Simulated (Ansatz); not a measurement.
# Heat carried by phonons in CeO2 (Fm-3m)

Aim: the lattice thermal conductivity of CeO2 against temperature, and which phonons carry it.

What experiment has found for this phase:
- thermal conductivity 10.8 W/m/K near room temperature (given in “Predicting the lattice thermal conductivity of solids by solving the Boltzmann transport equation: AFLOW - AAPL an automated, accurate and efficient framework”, 2017, arXiv:1611.05481)

Method: DFT r2SCAN, scalar-relativistic, plane waves, PAW, in Ansatz 0.2.0.

## Step 1: The starting structure

The structure is cubic, space group Fm-3m (No. 225). Conventional cell: a = 5.407 Å, b = 5.407 Å, c = 5.407 Å, α = 90.00°, β = 90.00°, γ = 90.00°. Nearest to Ce lie 8 O at 2.34 Å. Nearest to O lie 4 Ce at 2.34 Å. Farther neighbours and most contacts between anions are not listed.

## Step 2: Probe on a coarse mesh

A cheap single point shows whether the cell is a metal or an insulator and how far it is from rest; that sets the k-mesh and the occupations of what follows.

Input file input.yaml:

```yaml
crystal:
  lattice:
    - [0.0, 2.70365, 2.70365]
    - [2.70365, 0.0, 2.70365]
    - [2.70365, 2.70365, 0.0]
  atoms:
    - { symbol: Ce, position: [0.0, 0.0, 0.0] }
    - { symbol: O, position: [0.25, 0.25, 0.25] }
    - { symbol: O, position: [0.75, 0.75, 0.75] }
kpoints:
  mp_grid: { grid: [6, 6, 6] }
hamiltonian:
  xc: r2scan
scf:
  occupations: { method: gaussian, width: 0.1 }
output:
  forces: true
  stress: true
  eigenvalues: true
```

On the command line:

```bash
ansatz run input.yaml --threads 18 --pin off --max-ram 92160MiB --backend cuda --events-out ev --progress --plain --runs-dir out
```

Numbers of over 12 decimals in the logs are rounded to 6 here.

The log of the run:

```text
band count auto-derived: 22 (N_el = 24.0; filled up to band 12; 16 by the electrons, moments and atoms)
Engine: ansatz 0.2.0, aarch64-unknown-linux-gnu
Pseudopotentials: kind: paw
Pseudopotential: Ce, paw, valence charge 12, recommended cutoff 500 eV (meta_gga), Ce.paw.azcp
Pseudopotential: O, paw, valence charge 6, recommended cutoff 500 eV (meta_gga), O.paw.azcp
Functional definition: r2SCAN
  parameter k0 = 0.174
  parameter k1 = 0.065
  parameter a1 = 4.9479
  exchange = r2scan_x(k0 = k0, k1 = k1, a1 = a1)
  correlation = r2scan_c
device memory: the entry about to start is reckoned to put 1.0 GiB on a device that reports 182.5 GiB free
GPU FFT provider: cuFFT
GPU libraries: cuBLAS 13.8.1, cuFFT 12.4.0, cuSOLVER 12.3.2
GPU matrix products: emulated (plane waves: as basis.precision tells), large ones in fixed point in workspaces of 1.00 GiB
Crystal: 3 atoms, lattice volume = 39.526 Å³
Basis set: ecut = 500 eV, 965 PW (Γ), exchange–correlation on 120×120×120 points (64 copies of the dense FFT grid, shifted against one another)
Bands: 22, of which v1, the nominal top of the filled ones, is band 12 counted from 1 (11 counted from 0)
Symmetry: 48 space group operations
Space group: Fm-3m (ITA 225), of the structure as read, at distance tolerance 3.4e-5 Å
k-points: 16 of 216
Non-local potential: Ce, projectors of the file, l = 0: 3, l = 1: 2, l = 2: 2, l = 3: 3
Non-local potential: O, projectors of the file, l = 0: 2, l = 1: 2, l = 2: 1
PAW form: soft (Blöchl's): semilocal exchange-correlation on the pseudo side does not see the compensation charge
PAW frozen core: Ce, regenerated for the run's functional (the file was generated under x = pbe(κ = 0.804, μ = 0.219515), c = pbe(β = 0.066725))
PAW frozen core: O, regenerated for the run's functional (the file was generated under x = pbe(κ = 0.804, μ = 0.219515), c = pbe(β = 0.066725))
PAW one-centre angular grid: Ce, 2702 points (default); XC on 160 Gauss nodes
PAW one-centre angular grid: O, 302 points (default); XC on 160 Gauss nodes
Initial density: superposition of atomic densities (chi_scale 0.1, normalization cell, long waves kept (reshape's long-wave potential 0.00 eV rms))
Initial wavefunctions: pseudopotential atomic-orbital guess
GPU buffer pool allocated for 27000 grid points (all kernels)
GPU transforms: local potential: pruned to the plane-wave sphere, on 27×27×27; band sums: pruned to the plane-wave sphere, on 30×30×30
Functional: x = r2scan, c = r2scan; τ floored in thin density (d = 2e-4 eV/Å³)
SCF iter   1: F=—  HF=-7735.918941 eV  |F-HF|=—  |Δ(HF+E_count)|=         —  Δρ=1.80e-1  dr2=6.06e0  dr2_τ=2.90e-1  ethr=3.10e-3  ⟨swp⟩=4.4  Hψ=1464  notcnv=0
preconditioner: auto → none  [insulator: Δε(μ)=6.207 eV  Ē_g=15.953 eV  σ=0.100 eV  W_gap=1.00  n_scr=14 (ndim 8)  ℏωp=27.7 eV  f_vac=0.002  D(μ)=0.00/eV (n_scr^D=0)  ε∞_Penn≈4.0]
SCF iter   2: F=—  HF=-7733.100898 eV  |F-HF|=—  |Δ(HF+E_count)|=    2.82e0  Δρ=8.95e-2  dr2=1.22e0  dr2_τ=4.92e-1  ethr=3.10e-3  ⟨swp⟩=4.0  Hψ=1029  notcnv=0  defer=48
SCF iter   3: F=—  HF=-7732.908302 eV  |F-HF|=—  |Δ(HF+E_count)|=   1.93e-1  Δρ=4.19e-2  dr2=2.79e-1  dr2_τ=8.06e-2  ethr=3.10e-3  ⟨swp⟩=2.0  Hψ=612  notcnv=0  defer=48
SCF iter   4: F=—  HF=-7732.809820 eV  |F-HF|=—  |Δ(HF+E_count)|=   9.85e-2  Δρ=1.21e-2  dr2=1.03e-2  dr2_τ=7.66e-3  ethr=1.16e-3  ⟨swp⟩=2.8  Hψ=766  notcnv=0  defer=48
SCF iter   5: F=—  HF=-7732.813160 eV  |F-HF|=—  |Δ(HF+E_count)|=   3.34e-3  Δρ=2.25e-3  dr2=3.51e-4  dr2_τ=3.42e-4  ethr=4.31e-5  ⟨swp⟩=2.5  Hψ=460  notcnv=0  defer=48
SCF iter   6: F=—  HF=-7732.813336 eV  |F-HF|=—  |Δ(HF+E_count)|=         —  Δρ=2.00e-3  dr2=1.07e-3  dr2_τ=5.71e-5  ethr=1.46e-6  ⟨swp⟩=2.8  Hψ=505  notcnv=0  defer=48
Mixer restart at iter 6: flushing history
iteration 6: the lowest order of the open f orbitals that was found in this iteration's bands is taken; no other order was found there
SCF iter   7: F=—  HF=-7732.812288 eV  |F-HF|=—  |Δ(HF+E_count)|=   1.05e-3  Δρ=1.19e-3  dr2=4.84e-4  dr2_τ=1.00e-4  ethr=1.46e-6  ⟨swp⟩=2.1  Hψ=657  notcnv=0  defer=48
SCF iter   8: F=—  HF=-7732.813141 eV  |F-HF|=—  |Δ(HF+E_count)|=         —  Δρ=1.24e-3  dr2=5.68e-4  dr2_τ=5.66e-5  ethr=1.46e-6  ⟨swp⟩=2.0  Hψ=528  notcnv=0  defer=48
Mixer restart at iter 8: flushing history
SCF iter   9: F=—  HF=-7732.812555 eV  |F-HF|=—  |Δ(HF+E_count)|=   5.85e-4  Δρ=1.43e-3  dr2=7.05e-4  dr2_τ=1.01e-4  ethr=1.46e-6  ⟨swp⟩=2.0  Hψ=636  notcnv=0  defer=48
SCF iter  10: F=—  HF=-7732.812443 eV  |F-HF|=—  |Δ(HF+E_count)|=   1.12e-4  Δρ=1.25e-4  dr2=2.89e-6  dr2_τ=6.94e-7  ethr=1.46e-6  ⟨swp⟩=2.0  Hψ=509  notcnv=0  defer=48
SCF iter  11: F=—  HF=-7732.812400 eV  |F-HF|=—  |Δ(HF+E_count)|=   4.32e-5  Δρ=6.73e-5  dr2=1.72e-6  dr2_τ=7.63e-8  ethr=1.20e-8  ⟨swp⟩=2.8  Hψ=559  notcnv=0  defer=48
SCF iter  12: F=—  HF=-7732.812390 eV  |F-HF|=—  |Δ(HF+E_count)|=   9.97e-6  Δρ=5.84e-5  dr2=1.44e-6  dr2_τ=5.60e-8  ethr=7.17e-9  ⟨swp⟩=3.4  Hψ=656  notcnv=0  defer=48
SCF iter  13: F=—  HF=-7732.812385 eV  |F-HF|=—  |Δ(HF+E_count)|=   4.91e-6  Δρ=1.09e-5  dr2=3.43e-8  dr2_τ=2.15e-9  ethr=5.99e-9  ⟨swp⟩=2.0  Hψ=544  notcnv=0  defer=48
SCF iter  14: F=-7732.812385 eV  HF=-7732.812385 eV  |F-HF|=9.26e-10  |Δ(HF+E_count)|=   4.68e-8  Δρ=2.24e-6  dr2=1.31e-9  dr2_τ=1.27e-10  ethr=1.43e-10  ⟨swp⟩=8.4  Hψ=1955  notcnv=0
SCF 1 converged in 14 iterations: F = -7732.812385 eV  dr2 = 1.31e-9
  greatest PAW one-centre occupation: 0.956 electrons in one spin orbital (limit 2), on the Ce atom at site 0 (counted from 0), in its partial waves of l = 0
SCF converged after 14 iterations
Free energy (F): -7732.812385 eV
Harris-Foulkes:  -7732.812385 eV  (|F-HF|=9.26e-10)
Internal energy: -7732.812385 eV  (E = F + TS)
E sigma→0 (E₀):  -7732.812385 eV
Fermi energy:    12.047993 eV
--- Per-component energies (eV) ---
  E_band       = 15.085941
  E_kinetic    = 745.074242
  E_local      = -917.044644  (includes V_loc(G=0)·N_el)
  E_nonlocal   = 24.380532
  E_hartree    = 328.108194
  E_xc         = -376.946786
  E_vxc        = -504.055684  (∫ρ·V_xc dr)
  E_paw        = -5805.788728  (= ΣΔE_a)
  E_vpaw       = -18.510863  (= ΣTr[D̂ρ^β])
  E_aug_tail   = 0.002154  (compensation charges beyond the density's cutoff)
  E_vtau       = 29.022799  (kinetic-family band-sum trace: ∫τ·v_τ [+ j·A + Jᵃ·Aᵃ] dr)
  E_ewald      = -1730.615845
  E_core_change = 0.018495  (= ΣΔE_core)
  E_smearing   = -0.000000  (= −TS)
  E_closure    = -0.000000  (closes the sum)
  Σ components = -7732.812385   (vs F -7732.812385, Δ=0.00e0)
--- Forces (eV/Å), atoms counted from 1 ---
  atom   1  Ce    -0.00000000     0.00000000    -0.00000000
  atom   2  O      0.00000000    -0.00000000     0.00000000
  atom   3  O      0.00000000    -0.00000000    -0.00000000
  max |Σ_I F_I| component: 3.70e-17 eV/Å
--- Stress (GPa, compression-positive) ---
        3.305022      -0.000000      -0.000000
       -0.000000       3.305022       0.000000
       -0.000000      -0.000000       3.305022
  P = ⅓ Tr σ = 3.3050 GPa (33.050 kbar)
--- Band table (eV; the first three rows and the last of 16) ---
  k-point 0: bands = [... 8 lower, 6.9820, 10.3523, 10.3523, 10.3523, 13.6526, 13.6526, 13.6526, 13.8151, ... 6 higher]
  k-point 1: bands = [... 8 lower, 7.6657, 10.1263, 10.2574, 10.2574, 13.6202, 13.6202, 13.6550, 13.8478, ... 6 higher]
  k-point 2: bands = [... 8 lower, 8.9765, 9.8620, 10.1556, 10.1556, 13.5112, 13.5185, 13.5185, 13.6597, ... 6 higher]
  k-point 15: bands = [... 8 lower, 9.8068, 9.9811, 10.1776, 10.2914, 13.3281, 13.4251, 13.4714, 13.6036, ... 6 higher]
```

Run time: 2.2 s. Hardware: 1 × NVIDIA GB200 with 18 threads of Arm Neoverse V2, shared host; peak memory 1.1 GiB.

Numbers from this step:

```
pressure          : 3.305 GPa
gap on the k-mesh : 2.380 eV
volume per atom   : 13.18 Å³/atom
```

The start is under 3.3 GPa at this level and looks like an insulator or semiconductor on this mesh.

## Step 3: Finding the static equilibrium

The vibrations must be taken about the equilibrium of this functional, not about the starting cell, so the structure is relaxed.

input.yaml, the sections that differ from step 2:

```yaml
kpoints:
  mp_grid: { grid: [10, 10, 10] }
scf:
  occupations: { method: gaussian, width: 0.02 }
relax:
  adjacent_minimum: "off"
  f_tol: 0.005
  max_steps: 80
  cell: { stress_tol: 0.05 }
# crystal, hamiltonian, output: as in step 2
```

The log of the run:

```text
[...]
this run first makes a single point of its starting geometry, whose open f shells choose their order, for its own SCFs to start from. `scf.lower_state_search: off` leaves that single point out
[...]
Crystal: 3 atoms, lattice volume = 39.526 Å³
Basis set: ecut = 500 eV, 965 PW (Γ), exchange–correlation on 120×120×120 points (64 copies of the dense FFT grid, shifted against one another)
Bands: 22, of which v1, the nominal top of the filled ones, is band 12 counted from 1 (11 counted from 0)
Symmetry: 48 space group operations
[...]
k-points: 47 of 1000
[...]
SCF iter   1: F=—  HF=-7735.918770 eV  |F-HF|=—  |Δ(HF+E_count)|=         —  Δρ=1.80e-1  dr2=6.06e0  dr2_τ=2.90e-1  ethr=3.10e-3  ⟨swp⟩=4.0  Hψ=4550  notcnv=0
[...]
SCF iter   2: F=—  HF=-7733.101248 eV  |F-HF|=—  |Δ(HF+E_count)|=    2.82e0  Δρ=8.95e-2  dr2=1.22e0  dr2_τ=4.92e-1  ethr=3.10e-3  ⟨swp⟩=4.0  Hψ=2993  notcnv=0  defer=141
[...]
SCF iter   6: F=—  HF=-7732.813341 eV  |F-HF|=—  |Δ(HF+E_count)|=         —  Δρ=2.01e-3  dr2=1.09e-3  dr2_τ=5.96e-5  ethr=1.45e-6  ⟨swp⟩=2.0  Hψ=1925  notcnv=0  defer=141
[...]
SCF iter   9: F=—  HF=-7732.812524 eV  |F-HF|=—  |Δ(HF+E_count)|=   5.82e-4  Δρ=1.41e-3  dr2=6.87e-4  dr2_τ=9.90e-5  ethr=1.45e-6  ⟨swp⟩=2.0  Hψ=1929  notcnv=0  defer=141
[...]
SCF iter  14: F=-7732.812360 eV  HF=-7732.812360 eV  |F-HF|=7.15e-10  |Δ(HF+E_count)|=   3.08e-8  Δρ=2.19e-6  dr2=1.08e-9  dr2_τ=1.29e-10  ethr=1.07e-10  ⟨swp⟩=1.0  Hψ=2798  notcnv=0
SCF 1 converged in 14 iterations: F = -7732.812360 eV  dr2 = 1.08e-9
[...]
SCF 2 converged in 2 iterations: F = -7732.812360 eV  dr2 = 2.55e-10
relax step   1: F+E_penalty+E_count = -7732.81235980 eV  Δ(F+E_penalty+E_count) = +0.000e0 eV  max|allowed force component| = 1.388e-17 eV/Å  Δτ_max = 0.0000 Å  P = +3.305 GPa  Ω = 39.526 Å³  (2 SCF iters, dr2 threshold 1.00e-7 eV, accepted)
[...]
SCF 3 converged in 7 iterations: F = -7732.814657 eV  dr2 = 5.55e-8
relax step   2: F+E_penalty+E_count = -7732.81465710 eV  Δ(F+E_penalty+E_count) = -2.297e-3 eV  max|allowed force component| = 1.342e-16 eV/Å  Δτ_max = 0.0000 Å  P = -2.331 GPa  Ω = 40.697 Å³  energy of the carried Pulay correction = -7.250e-4 eV  (7 SCF iters, dr2 threshold 3.00e-7 eV, accepted)
[...]
SCF 4 converged in 8 iterations: F = -7732.818685 eV  dr2 = 1.72e-8
relax step   3: F+E_penalty+E_count = -7732.81868544 eV  Δ(F+E_penalty+E_count) = -4.028e-3 eV  max|allowed force component| = 1.465e-16 eV/Å  Δτ_max = 0.0000 Å  P = -0.067 GPa  Ω = 40.204 Å³  energy of the carried Pulay correction = -4.225e-4 eV  (8 SCF iters, dr2 threshold 3.00e-7 eV, accepted)
[...]
relax step   4: F+E_penalty+E_count = -7732.81869727 eV  Δ(F+E_penalty+E_count) = -1.183e-5 eV  max|allowed force component| = 9.252e-17 eV/Å  Δτ_max = 0.0000 Å  P = +0.001 GPa  Ω = 40.190 Å³  energy of the carried Pulay correction = -4.137e-4 eV  (6 SCF iters, dr2 threshold 1.12e-8 eV, accepted)
[...]
SCF iter   1: F=—  HF=-7732.819140 eV  |F-HF|=—  |Δ(HF+E_count)|=         —  Δρ=1.72e-4  dr2=2.98e-7  dr2_τ=7.50e-7  ethr=4.82e-8  ⟨swp⟩=4.6  Hψ=8105  notcnv=0
[...]
SCF iter   2: F=—  HF=-7732.819119 eV  |F-HF|=—  |Δ(HF+E_count)|=   2.11e-5  Δρ=8.63e-5  dr2=8.96e-8  dr2_τ=1.43e-6  ethr=1.24e-9  ⟨swp⟩=2.0  Hψ=1594  notcnv=0
[...]
SCF iter   6: F=-7732.819112 eV  HF=-7732.819112 eV  |F-HF|=5.55e-11  |Δ(HF+E_count)|=   3.24e-9  Δρ=1.55e-7  dr2=6.11e-12  dr2_τ=5.32e-13  ethr=1.00e-12  ⟨swp⟩=7.0  Hψ=4931  notcnv=0
SCF 6 converged in 6 iterations: F = -7732.819112 eV  dr2 = 6.11e-12
relax step   5: F+E_penalty+E_count = -7732.81911231 eV  Δ(F+E_penalty+E_count) = -4.150e-4 eV  max|allowed force component| = 9.252e-17 eV/Å  Δτ_max = 0.0000 Å  P = -0.007 GPa  Ω = 40.190 Å³  stress off target by 6.53e-3 GPa  SCF on the basis re-selected at this cell (its energy is not comparable with the rows above)  (6 SCF iters)
basis re-selected at this cell: Δ(F+E_penalty+E_count) = -4.150e-4 eV, ΔP = -0.008 GPa vs the last step (what re-selecting the basis moved, of the pressure what is left beyond the Pulay correction that the steps carried, after the strain that the cell walked since its last selection, with what the two solves' SCF thresholds leave and, on support functions, any second-order correction that the steps lacked; it is no m [...]
SCF converged after 6 iterations
Free energy (F): -7732.819112 eV
[...]
Internal energy: -7732.819112 eV  (E = F + TS)
E sigma→0 (E₀):  -7732.819112 eV
Fermi energy:    11.786809 eV
[...]
--- Stress (GPa, compression-positive) ---
       -0.006532       0.000000      -0.000000
        0.000000      -0.006532       0.000000
       -0.000000       0.000000      -0.006532
  P = ⅓ Tr σ = -0.0065 GPa (-0.065 kbar)
--- Band table (eV; the first three rows and the last of 47) ---
  k-point 0: bands = [... 8 lower, 6.8104, 10.1074, 10.1074, 10.1074, 13.3081, 13.3081, 13.3081, 13.4552, ... 6 higher]
  k-point 1: bands = [... 8 lower, 7.0644, 10.0137, 10.0690, 10.0690, 13.2987, 13.2987, 13.3089, 13.4684, ... 6 higher]
  k-point 2: bands = [... 8 lower, 7.7202, 9.8108, 9.9823, 9.9823, 13.2610, 13.2610, 13.3112, 13.4864, ... 6 higher]
  k-point 46: bands = [... 8 lower, 9.5685, 9.6887, 9.9607, 10.0353, 12.9813, 13.0966, 13.1287, 13.3081, ... 6 higher]
--- Relaxed structure (4 steps of the walk, 4 accepted, 1 SCFs on fresh bases) ---
  F+E_penalty+E_count = -7732.81911231 eV   max|allowed force component| = 9.252e-17 eV/Å   (the final SCF, on the basis selected at the relaxed cell)
  cell:  # Å, volume = 40.1900 Å³
    - [0.0, 2.718708, 2.718708]
    - [2.718708, 0, 2.718708]
    - [2.718708, 2.718708, 0]
  atoms:
    - { symbol: Ce, position: [0, 0, 0] }
    - { symbol: O, position: [0.25, 0.25, 0.25] }
    - { symbol: O, position: [0.750000, 0.750000, 0.750000] }
```

The job ended after 6.3 s (1 × NVIDIA GB200 with 18 threads; peak memory 1.1 GiB).

Step by step:

```
step  energy less that of the first step (eV)  largest force component (eV/Å)  pressure (GPa)  volume (Å³)
   1                                   0.0000                          0.0000            3.31        39.53
   2                                  -0.0023                          0.0000           -2.33        40.70
   3                                  -0.0063                          0.0000           -0.07        40.20
   4                                  -0.0063                          0.0000            0.00        40.19
  5*                                  -0.0068                          0.0000           -0.01        40.19
```

Relaxation steps marked * repeat the geometry before them on a plane-wave basis chosen anew for their cell, so energy and pressure can jump there.

Forces are held to the 48 operations that the run works with; a distortion that breaks them can't arise in this run.

```
conventional cell, symmetrised  before  after  change
                         a (Å)   5.407  5.437  +0.6 %
                         b (Å)   5.407  5.437  +0.6 %
                         c (Å)   5.407  5.437  +0.6 %
              volume (Å³/atom)   13.18  13.40  +1.7 %
```

Final coordinates:

```xyz
3
Lattice="0.0000 2.7187 2.7187 2.7187 0.0000 2.7187 2.7187 2.7187 0.0000" Properties=species:S:1:pos:R:3 pbc="T T T"
Ce    0.0000    0.0000    0.0000
O     1.3594    1.3594    1.3594
O     4.0781    4.0781    4.0781
```

Numbers from this step:

* pressure: -0.006532 GPa
* gap on the k-mesh: 2.234 eV
* volume per atom: 13.40 Å³/atom

The relaxation ends with a pressure of -0.01 GPa.

## Step 4: Relaxing to small residual forces and stress

The thresholds are tightened for a last relaxation ahead of the phonons, and where mesh or smearing change with them the cell follows.

Input file input.yaml:

```yaml
crystal:
  lattice:
    - [0.0, 2.7187077437, 2.7187077437]
    - [2.7187077437, 0.0, 2.7187077437]
    - [2.7187077437, 2.7187077437, 0.0]
  atoms:
    - { symbol: Ce, position: [0.0, 0.0, 0.0] }
    - { symbol: O, position: [0.25, 0.25, 0.25] }
    - { symbol: O, position: [0.75, 0.75, 0.75] }
kpoints:
  mp_grid: { grid: [12, 12, 12] }
hamiltonian:
  xc: r2scan
scf:
  occupations: { method: fixed }
output:
  forces: true
  stress: true
  eigenvalues: true
relax:
  adjacent_minimum: "off"
  f_tol: 0.001
  max_steps: 60
  cell: { stress_tol: 0.01 }
```

The log of the run:

```text
[...]
GPU FFT provider: cuFFT
GPU libraries: cuBLAS 13.8.1, cuFFT 12.4.0, cuSOLVER 12.3.2
[...]
Crystal: 3 atoms, lattice volume = 40.190 Å³
Basis set: ecut = 500 eV, 965 PW (Γ), exchange–correlation on 120×120×120 points (64 copies of the dense FFT grid, shifted against one another)
[...]
--- Relaxed structure (1 steps of the walk, 1 accepted, 1 SCFs on fresh bases) ---
[...]
cell:  # Å, volume = 40.1900 Å³
    - [0.0, 2.7187077437, 2.7187077437]
    - [2.7187077437, 0.0, 2.7187077437]
    - [2.7187077437, 2.7187077437, 0.0]
  atoms:
    - { symbol: Ce, position: [0.0, 0.0, 0.0] }
    - { symbol: O, position: [0.25, 0.25, 0.25] }
    - { symbol: O, position: [0.75, 0.75, 0.75] }
[key lines of the parts left out:]
SCF converged after 6 iterations
Free energy (F): -7732.819094 eV
Fermi energy:    10.699961 eV
P = ⅓ Tr σ = -0.0060 GPa (-0.060 kbar)
```

Run time: 2.3 s. Hardware: 1 × NVIDIA GB200 with 18 threads; peak memory 1.1 GiB; 5.3 s of CPU time.

Little changed from the start: no atom moved by 0.005 Å and no cell edge by 0.1 %.

This step gave:

| Quantity | Value |
| --- | --- |
| pressure | -0.006008 GPa |
| gap on the k-mesh | 2.204 eV |

The residual pressure is -0.0060 GPa, small enough for phonons.

(Continued in part 2 of 3.)

[Logs are printed without paths, hosts, clocks, repeated set-up lines and the standing remarks that a program may print on its own settings, such as how far it seeks lower states.]

[Hosts, paths, dates, database ids (printed as entryN), source tags and the programs' standing remarks are cut or masked in the printed files.]

[A step with changed settings may run another functional than the one named; its input shows which.]
